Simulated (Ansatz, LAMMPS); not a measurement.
# Amorphous trans-polyacetylene (as short chains C28H32), from a frame at 250 K (180 atoms): geometry optimisation, part 2 of 4

Wanted: the relaxed structure of amorphous trans-polyacetylene (as short chains C28H32), from a frame at 250 K (180 atoms) and its electronic structure.

Ansatz 0.2.0; Kohn-Sham DFT, PBE+D3(BJ), PAW (set soft_2), plane waves.

The cell: 84 C and 96 H. The network of contacts between molecules at the start is that of the classical potential that made the cell. The density was typed from a rule of thumb and may lie off the real one at this temperature. The Brillouin zone is sampled at Γ only, in a cell whose shortest periodic width is 12 Å.

So far. Step 3 (Single point at the start): Neighbours are counted within 1.34 Å (H-C), 1.85 Å (C-C).

## (4) Relaxation

The atoms are relaxed in the fixed cell, aiming at the force tolerance of the input.

input.yaml reads:

```yaml
crystal:
  lattice:
    - [11.9497, 0.0, 0.0]
    - [0.0, 11.9497, 0.0]
    - [0.0, 0.0, 11.9497]
  atoms:
    [... the 180 atom lines of step 3 ...]
kpoints:
  mp_grid: { grid: [1, 1, 1] }
hamiltonian:
  xc: pbe
  dispersion: d3bj
scf:
  occupations: { method: fermi_dirac, width: 0.05 }
output:
  forces: true
relax:
  f_tol: 0.05
  max_steps: 200
```

On the command line:

```bash
ansatz run input.yaml --threads 4 --pin off --max-ram 8192MiB --backend cpu --events-out ev --progress --plain --runs-dir out
```

Numbers of over 12 decimals in the logs are rounded to 6 here.

The program printed:

```text
[...]
Crystal: 180 atoms, lattice volume = 1706.361 Å³
Basis set: ecut = 420 eV, 33371 PW (Γ), exchange–correlation on 160×160×160 points (8 copies of the dense FFT grid, shifted against one another)
Bands: 396, of which v1, the nominal top of the filled ones, is band 216 counted from 1 (215 counted from 0)
Symmetry: 1 space group operations
[...]
k-points: 1
[...]
SCF iter   1: F=—  HF=-22603.966567 eV  |F-HF|=—  |Δ(HF+E_count)|=         —  Δρ=5.12e-3  dr2=4.91e-1  ethr=1.77e-3  ⟨swp⟩=5.0  Hψ=1604  notcnv=0  defer=151
[...]
SCF iter   7: F=-22603.922140 eV  HF=-22603.922137 eV  |F-HF|=3.10e-6  |Δ(HF+E_count)|=   2.65e-5  Δρ=2.05e-5  dr2=9.15e-6  ethr=1.45e-8  ⟨swp⟩=3.0  Hψ=832  notcnv=0
SCF 1 converged in 7 iterations: F = -22603.922140 eV  dr2 = 9.15e-6
[...]
relax step   1: F+E_penalty+E_count = -22603.92213986 eV  Δ(F+E_penalty+E_count) = +0.000e0 eV  max|allowed force component| = 3.781e0 eV/Å  Δτ_max = 0.0000 Å  (7 SCF iters, dr2 threshold 6.25e-5 eV, accepted)
[...]
relax step   2: F+E_penalty+E_count = -22609.40890716 eV  Δ(F+E_penalty+E_count) = -5.487e0 eV  max|allowed force component| = 1.555e0 eV/Å  Δτ_max = 0.1945 Å  (7 SCF iters, dr2 threshold 1.00e-4 eV, accepted)
[...]
relax step   3: F+E_penalty+E_count = -22610.90587104 eV  Δ(F+E_penalty+E_count) = -1.497e0 eV  max|allowed force component| = 6.220e-1 eV/Å  Δτ_max = 0.1946 Å  (7 SCF iters, dr2 threshold 1.00e-4 eV, accepted)
relax step   4: F+E_penalty+E_count = -22611.40791381 eV  Δ(F+E_penalty+E_count) = -5.020e-1 eV  max|allowed force component| = 3.641e-1 eV/Å  Δτ_max = 0.2000 Å  (7 SCF iters, dr2 threshold 6.20e-5 eV, accepted)
relax step   5: F+E_penalty+E_count = -22611.68978236 eV  Δ(F+E_penalty+E_count) = -2.819e-1 eV  max|allowed force component| = 3.681e-1 eV/Å  Δτ_max = 0.1905 Å  (8 SCF iters, dr2 threshold 2.12e-5 eV, accepted)
relax step   6: F+E_penalty+E_count = -22611.80160416 eV  Δ(F+E_penalty+E_count) = -1.118e-1 eV  max|allowed force component| = 2.154e-1 eV/Å  Δτ_max = 0.2000 Å  (7 SCF iters, dr2 threshold 4.64e-5 eV, accepted)
relax step   7: F+E_penalty+E_count = -22611.87688427 eV  Δ(F+E_penalty+E_count) = -7.528e-2 eV  max|allowed force component| = 2.171e-1 eV/Å  Δτ_max = 0.1945 Å  (7 SCF iters, dr2 threshold 1.59e-5 eV, accepted)
relax step   8: F+E_penalty+E_count = -22611.90588839 eV  Δ(F+E_penalty+E_count) = -2.900e-2 eV  max|allowed force component| = 2.842e-1 eV/Å  Δτ_max = 0.1950 Å  (7 SCF iters, dr2 threshold 1.61e-5 eV, accepted)
relax step   9: F+E_penalty+E_count = -22611.93614256 eV  Δ(F+E_penalty+E_count) = -3.025e-2 eV  max|allowed force component| = 2.403e-1 eV/Å  Δτ_max = 0.1468 Å  (6 SCF iters, dr2 threshold 8.08e-5 eV, accepted)
relax step  10: F+E_penalty+E_count = -22611.96275180 eV  Δ(F+E_penalty+E_count) = -2.661e-2 eV  max|allowed force component| = 1.328e-1 eV/Å  Δτ_max = 0.1672 Å  (6 SCF iters, dr2 threshold 4.13e-5 eV, accepted)
relax step  11: F+E_penalty+E_count = -22611.97949980 eV  Δ(F+E_penalty+E_count) = -1.675e-2 eV  max|allowed force component| = 1.400e-1 eV/Å  Δτ_max = 0.1839 Å  (8 SCF iters, dr2 threshold 5.38e-6 eV, accepted)
relax step  12: F+E_penalty+E_count = -22611.98997377 eV  Δ(F+E_penalty+E_count) = -1.047e-2 eV  max|allowed force component| = 2.463e-1 eV/Å  Δτ_max = 0.1556 Å  (7 SCF iters, dr2 threshold 5.99e-6 eV, accepted)
relax step  13: F+E_penalty+E_count = -22612.00135946 eV  Δ(F+E_penalty+E_count) = -1.139e-2 eV  max|allowed force component| = 1.230e-1 eV/Å  Δτ_max = 0.0604 Å  (6 SCF iters, dr2 threshold 6.07e-5 eV, accepted)
relax step  14: F+E_penalty+E_count = -22612.01120009 eV  Δ(F+E_penalty+E_count) = -9.841e-3 eV  max|allowed force component| = 7.927e-2 eV/Å  Δτ_max = 0.0858 Å  (7 SCF iters, dr2 threshold 3.77e-6 eV, accepted)
relax step  15: F+E_penalty+E_count = -22612.02290433 eV  Δ(F+E_penalty+E_count) = -1.170e-2 eV  max|allowed force component| = 2.947e-1 eV/Å  Δτ_max = 0.1703 Å  (10 SCF iters, accepted)
relax step  16: F+E_penalty+E_count = -22612.02880905 eV  Δ(F+E_penalty+E_count) = -5.905e-3 eV  max|allowed force component| = 4.805e-1 eV/Å  Δτ_max = 0.1319 Å  (6 SCF iters, dr2 threshold 3.61e-5 eV, accepted)
relax step  17: F+E_penalty+E_count = -22612.04434488 eV  Δ(F+E_penalty+E_count) = -1.554e-2 eV  max|allowed force component| = 3.194e-1 eV/Å  Δτ_max = 0.0708 Å  (5 SCF iters, dr2 threshold 1.00e-4 eV, accepted)
relax step  18: F+E_penalty+E_count = -22612.05595868 eV  Δ(F+E_penalty+E_count) = -1.161e-2 eV  max|allowed force component| = 1.313e-1 eV/Å  Δτ_max = 0.2000 Å  (6 SCF iters, dr2 threshold 4.51e-5 eV, accepted)
relax step  19: F+E_penalty+E_count = -22612.07452479 eV  Δ(F+E_penalty+E_count) = -1.857e-2 eV  max|allowed force component| = 2.533e-1 eV/Å  Δτ_max = 0.1385 Å  (7 SCF iters, dr2 threshold 2.91e-6 eV, accepted)
relax step  20: F+E_penalty+E_count = -22612.08420959 eV  Δ(F+E_penalty+E_count) = -9.685e-3 eV  max|allowed force component| = 3.586e-1 eV/Å  Δτ_max = 0.1233 Å  (7 SCF iters, dr2 threshold 1.08e-5 eV, accepted)
relax step  21: F+E_penalty+E_count = -22612.09574801 eV  Δ(F+E_penalty+E_count) = -1.154e-2 eV  max|allowed force component| = 2.533e-1 eV/Å  Δτ_max = 0.0808 Å  (6 SCF iters, dr2 threshold 1.00e-4 eV, accepted)
relax step  22: F+E_penalty+E_count = -22612.07681147 eV  Δ(F+E_penalty+E_count) = +1.894e-2 eV  max|allowed force component| = 5.246e-1 eV/Å  Δτ_max = 0.1576 Å  (6 SCF iters, dr2 threshold 3.20e-5 eV, rejected (line search))
relax step  23: F+E_penalty+E_count = -22612.10505588 eV  Δ(F+E_penalty+E_count) = -9.308e-3 eV  max|allowed force component| = 3.963e-2 eV/Å  Δτ_max = 0.0756 Å  (9 SCF iters, accepted)
relax step  24: F+E_penalty+E_count = -22612.11117382 eV  Δ(F+E_penalty+E_count) = -6.118e-3 eV  max|allowed force component| = 7.406e-2 eV/Å  Δτ_max = 0.0993 Å  (9 SCF iters, accepted)
relax step  25: F+E_penalty+E_count = -22612.11353952 eV  Δ(F+E_penalty+E_count) = -2.366e-3 eV  max|allowed force component| = 2.296e-1 eV/Å  Δτ_max = 0.1470 Å  (10 SCF iters, accepted)
relax step  26: F+E_penalty+E_count = -22612.11802583 eV  Δ(F+E_penalty+E_count) = -4.486e-3 eV  max|allowed force component| = 1.017e-1 eV/Å  Δτ_max = 0.0294 Å  (5 SCF iters, dr2 threshold 5.27e-5 eV, accepted)
relax step  27: F+E_penalty+E_count = -22612.12103962 eV  Δ(F+E_penalty+E_count) = -3.014e-3 eV  max|allowed force component| = 6.990e-2 eV/Å  Δτ_max = 0.0332 Å  (9 SCF iters, accepted)
relax step  28: F+E_penalty+E_count = -22612.12478438 eV  Δ(F+E_penalty+E_count) = -3.745e-3 eV  max|allowed force component| = 8.891e-2 eV/Å  Δτ_max = 0.0781 Å  (9 SCF iters, accepted)
relax step  29: F+E_penalty+E_count = -22612.12678682 eV  Δ(F+E_penalty+E_count) = -2.002e-3 eV  max|allowed force component| = 9.178e-2 eV/Å  Δτ_max = 0.1183 Å  (8 SCF iters, dr2 threshold 3.73e-6 eV, accepted)
relax step  30: F+E_penalty+E_count = -22612.12829272 eV  Δ(F+E_penalty+E_count) = -1.506e-3 eV  max|allowed force component| = 7.032e-2 eV/Å  Δτ_max = 0.0393 Å  (6 SCF iters, dr2 threshold 8.42e-6 eV, accepted)
relax step  31: F+E_penalty+E_count = -22612.12985865 eV  Δ(F+E_penalty+E_count) = -1.566e-3 eV  max|allowed force component| = 2.845e-2 eV/Å  Δτ_max = 0.0232 Å  (6 SCF iters, dr2 threshold 2.90e-6 eV, accepted)
relax step  32: F+E_penalty+E_count = -22612.12985898 eV  Δ(F+E_penalty+E_count) = -3.328e-7 eV  max|allowed force component| = 2.847e-2 eV/Å  Δτ_max = 0.0000 Å  (3 SCF iters, accepted)
relax step  33: F+E_penalty+E_count = -22612.13151004 eV  Δ(F+E_penalty+E_count) = -1.651e-3 eV  max|allowed force component| = 5.293e-2 eV/Å  Δτ_max = 0.0905 Å  (9 SCF iters, accepted)
relax step  34: F+E_penalty+E_count = -22612.13219983 eV  Δ(F+E_penalty+E_count) = -6.898e-4 eV  max|allowed force component| = 5.144e-2 eV/Å  Δτ_max = 0.0781 Å  (7 SCF iters, dr2 threshold 2.80e-6 eV, accepted)
[...]
relax step  35: F+E_penalty+E_count = -22612.13277361 eV  Δ(F+E_penalty+E_count) = -5.738e-4 eV  max|allowed force component| = 3.483e-2 eV/Å  Δτ_max = 0.0433 Å  (8 SCF iters, accepted)
SCF converged after 8 iterations
Free energy (F): -22612.132774 eV
[...]
Internal energy: -22612.131301 eV  (E = F + TS)
E sigma→0 (E₀):  -22612.132037 eV
Entropy (-TS):   -0.001472 eV (-0.008 meV/atom)
Fermi energy:    1.781834 eV
[...]
--- Forces (eV/Å), atoms counted from 1 ---
  atom   1  C      0.00104981    -0.00354576     0.00056191
  atom   2  C      0.00329143    -0.00148260     0.00185300
  atom   3  C     -0.00452257     0.00194627    -0.00479750
  atom   4  C      0.00294090    -0.00716104     0.00231416
  atom   5  C     -0.00385949     0.00527023    -0.00213853
  atom   6  C     -0.00104441    -0.00118315     0.00043454
  atom   7  C      0.00110880     0.00054695     0.00037869
  atom   8  C     -0.00054634     0.00221530     0.00009863
  atom   9  C     -0.00075889    -0.00047960    -0.00356154
  atom  10  C      0.00157768     0.00095933     0.00423207
  atom  11  C     -0.00070679    -0.00077390    -0.00643146
  atom  12  C      0.00479828    -0.00397165     0.00600451
  atom  13  C     -0.00243022     0.00416701    -0.00136489
  atom  14  C      0.00243904     0.00068546     0.00178718
[...]
atom 179  H     -0.00303452     0.00224875     0.00192334
  atom 180  H     -0.00211575    -0.00150640    -0.00287504
  max |Σ_I F_I| component: 1.47e-4 eV/Å
--- Relaxed structure (35 steps of the walk, 34 accepted, 0 SCFs on fresh bases) ---
  F+E_penalty+E_count = -22612.13277361 eV   max|allowed force component| = 3.483e-2 eV/Å
  atoms:
    - { symbol: C, position: [0.043552, 0.389956, 0.720759] }
    - { symbol: C, position: [-0.012900, 0.432681, 0.618321] }
    - { symbol: C, position: [0.938411, 0.369099, 0.537957] }
    - { symbol: C, position: [0.871192, 0.416679, 0.450933] }
[...]
- { symbol: H, position: [1.011394, 0.233421, 0.298712] }
```

Wall time 2.2 min (4 threads of AMD EPYC 9R45, shared host); peak memory 2.1 GiB; 8.3 min of CPU time.

The steps of the relaxation (22 of 35):

```tsv
step	energy less that of the first step (eV)	largest force component (eV/Å)
1	0.0000	3.7809
3	-6.9837	0.6220
4	-7.4858	0.3641
6	-7.8795	0.2154
7	-7.9547	0.2171
9	-8.0140	0.2403
11	-8.0574	0.1400
12	-8.0678	0.2463
14	-8.0891	0.0793
16	-8.1067	0.4805
17	-8.1222	0.3194
19	-8.1524	0.2533
20	-8.1621	0.3586
22	-8.1547	0.5246
24	-8.1890	0.0741
25	-8.1914	0.2296
27	-8.1989	0.0699
29	-8.2046	0.0918
30	-8.2062	0.0703
32	-8.2077	0.0285
33	-8.2094	0.0529
35	-8.2106	0.0348
```

Relaxation step 22 was tried and not accepted.

The atoms that moved most (Å):

```tsv
atom	dx	dy	dz	length
H116	-1.514	1.241	1.087	2.239
H115	-0.614	1.584	1.341	2.165
H117	1.643	-0.482	-1.177	2.078
H119	1.565	0.200	-0.695	1.724
H118	-0.149	-1.086	-1.219	1.639
H112	-0.094	-1.158	-0.517	1.272
H113	-0.215	1.014	0.629	1.212
C85	-0.347	0.831	0.584	1.073
```

The relaxation changed the energy by -45.6 meV/atom, and atoms moved by 0.62 Å r.m.s., 2.2 Å at most.

## (5) Structure statistics after relaxation

Bonds before and after, by the cutoffs listed below:

```tsv
pair	bonds before	bonds after	mean before (Å)	mean after (Å)	spread before (Å)	spread after (Å)
H-C	96	96	1.087	1.095	0.030	0.003
C-C	81	81	1.387	1.400	0.056	0.035
```

Density 1.08 g/cm³, 9.480 Å³ an atom.

g(r), total and by pair (bins of 0.1 Å):

```tsv
r (Å)	total	H-H	H-C	C-C
0.95	0.00	0.00	0.00	0.00
1.05	6.31	0.00	12.70	0.00
1.15	0.60	0.00	1.20	0.00
1.25	0.00	0.00	0.00	0.00
1.35	1.73	0.00	0.00	7.95
1.45	1.72	0.00	0.00	7.88
1.55	0.00	0.00	0.00	0.00
1.65	0.00	0.00	0.00	0.00
1.75	0.48	1.68	0.00	0.00
1.85	0.00	0.00	0.00	0.00
1.95	0.02	0.08	0.00	0.00
2.05	0.27	0.14	0.47	0.00
2.15	3.04	0.51	5.82	0.00
2.25	0.33	0.93	0.14	0.00
2.35	0.64	2.23	0.00	0.00
2.45	1.17	1.18	0.00	3.83
2.55	1.10	2.00	0.59	1.09
2.65	1.20	0.97	1.85	0.00
2.75	1.03	0.78	1.62	0.00
2.85	0.74	0.76	1.06	0.00
2.95	0.67	0.68	0.95	0.04
3.05	1.12	2.32	0.87	0.12
3.15	0.98	1.59	0.95	0.23
3.25	0.78	0.78	1.00	0.26
3.35	0.70	0.63	0.89	0.38
3.45	0.89	0.79	1.07	0.61
3.55	0.93	1.03	0.96	0.70
3.65	0.97	0.71	1.06	1.13
3.75	1.22	0.82	0.94	2.38
3.85	0.97	1.15	0.75	1.22
3.95	0.97	0.78	1.05	1.03
4.05	1.17	1.04	1.25	1.13
4.15	1.03	0.67	1.19	1.16
4.25	1.14	1.27	0.93	1.43
4.35	0.95	0.96	0.84	1.18
4.45	1.02	0.86	0.89	1.50
4.55	1.10	1.05	1.02	1.36
4.65	1.19	1.45	1.02	1.27
4.75	1.02	1.15	0.86	1.21
4.85	1.18	1.14	1.12	1.38
4.95	1.04	0.96	0.98	1.29
5.05	1.28	1.11	1.38	1.27
5.15	1.04	0.98	1.12	0.94
5.25	1.05	1.05	1.01	1.14
```

Bonds by pair of elements; cutoffs follow the first minimum of g(r), held within bounds set by covalent radii, and pairs that aren't listed don't count as bonded:

```tsv
pair A-B	cutoff (Å)	bonds	mean length (Å)	spread (Å)	shortest (Å)	B about A	A about B
H-C	1.34	96	1.09	0.003	1.09	1	1.14
C-C	1.82	81	1.4	0.035	1.35	1.93	1.93
```

How many atoms have how many bonded neighbours:

```tsv
element	mean	1	3	4
C	3.07	0	78	6
H	1	96	0	0
```

Bond angles, per cent of each kind in bins of 5°:

```tsv
angle (°)	C-C-H	C-C-C	H-C-H
105–110	0.0	0.0	100.0
110–115	15.5	0.0	0.0
115–120	79.3	3.9	0.0
120–125	5.2	51.3	0.0
125–130	0.0	41.0	0.0
130–135	0.0	3.9	0.0
```

Bond angles (no mean is given where the spread exceeds 20°):

```tsv
angle	count	mean (°)	spread (°)
C-C-H	174	117	2.4
C-C-C	78	125	2.8
H-C-H	18	108	1.2
```

Bond length by coordination (bonds to H left out):

```tsv
element	coordination	atoms	mean bond length (Å)
C	3	78	1.40
C	4	6	1.49
```

For some of the pairs, g(r) has its first main peak near 1.1 Å (H-C) and 1.4 Å (C-C). Counting bonds as in the table, 93 % of C atoms have 3 and all H atoms have 1 bonded neighbour. The C-C-H angle averages 117° with a spread of 2°.

(Continued in part 3 of 4.)

[Logs are printed without paths, hosts, clocks, repeated set-up lines and the standing remarks that a program may print on its own settings, such as how far it seeks lower states.]

[Hosts, paths, dates, database ids (printed as entryN), source tags and the programs' standing remarks are cut or masked in the printed files.]
